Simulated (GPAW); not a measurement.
```cif
data_cs3bi
_symmetry_space_group_name_H-M 'Fm-3m'
_symmetry_Int_Tables_number 225
_cell_length_a 9.3932
_cell_length_b 9.3932
_cell_length_c 9.3932
_cell_angle_alpha 90.000
_cell_angle_beta 90.000
_cell_angle_gamma 90.000
_cell_volume 828.78
loop_
_atom_site_label
_atom_site_type_symbol
_atom_site_symmetry_multiplicity
_atom_site_Wyckoff_symbol
_atom_site_fract_x
_atom_site_fract_y
_atom_site_fract_z
_atom_site_occupancy
Cs1 Cs 8 c 0.25000 0.75000 0.75000 1
Cs2 Cs 4 b 0.50000 0.00000 0.00000 1
Bi1 Bi 4 a 0.00000 0.00000 0.00000 1
_calc_subject 'Cs3Bi (Fm-3m): G0W0 with GPAW, start to end'
_calc_method 'DFT, LDA, plane waves, PAW (and 1 further level or step)'
_calc_program 'GPAW 26.7.0'
_calc_settings_of_one_run 'cutoff 450 eV, GPAW PAW setups 1.2.1 data release, 2×2×2 k-mesh, nbands 176'
_calc_cost '3 runs, 74 s in all on 4 MPI ranks of Arm Neoverse V1, shared host (the runs of this entry)'
_calc_notes 'The cell and positions are those that the Materials Project relaxed with its own functionals (PBE, PBE+U or r2SCAN), kept fixed. Limits: no spin-orbit coupling. Bands and cutoff are finite, so the gap is not at the basis limit. The miss can reach some tenths of an eV and take either sign; the mesh is an error of its own. The 2×2×2 mesh is coarse for this cell, which bears on the long-range parts of exchange and screening. With atoms this heavy and so narrow a gap, spin-orbit coupling can invert the bands. These scalar-relativistic gaps are then model values, not to be set against experiment, and a spin-orbit change taken from DFT can’t simply be added.'
_calc_lda_gap '0.12 eV, indirect'
_calc_g0w0_gap_on_the_mesh '0.75 eV'
_calc_gw_settings '2×2×2 mesh, 166 bands, screening to 50 eV, Godby-Needs plasmon pole'
_calc_known_limits 'not at the basis limit; model gap, bands may invert with spin-orbit coupling; no spin-orbit coupling; coarse k mesh'
```

[Paths, hosts, dates, memory and timing lines, banners, echoed tables and standing remarks are left out of the program output.]

[Logs are printed without paths, hosts, clocks, repeated set-up lines and the standing remarks that a program may print on its own settings, such as how far it seeks lower states.]

[Runs of the session that timed out or met a known fault of the program may be left out.]

[Hosts, paths, dates, database ids (printed as entryN), source tags and the programs' standing remarks are cut or masked in the printed files.]
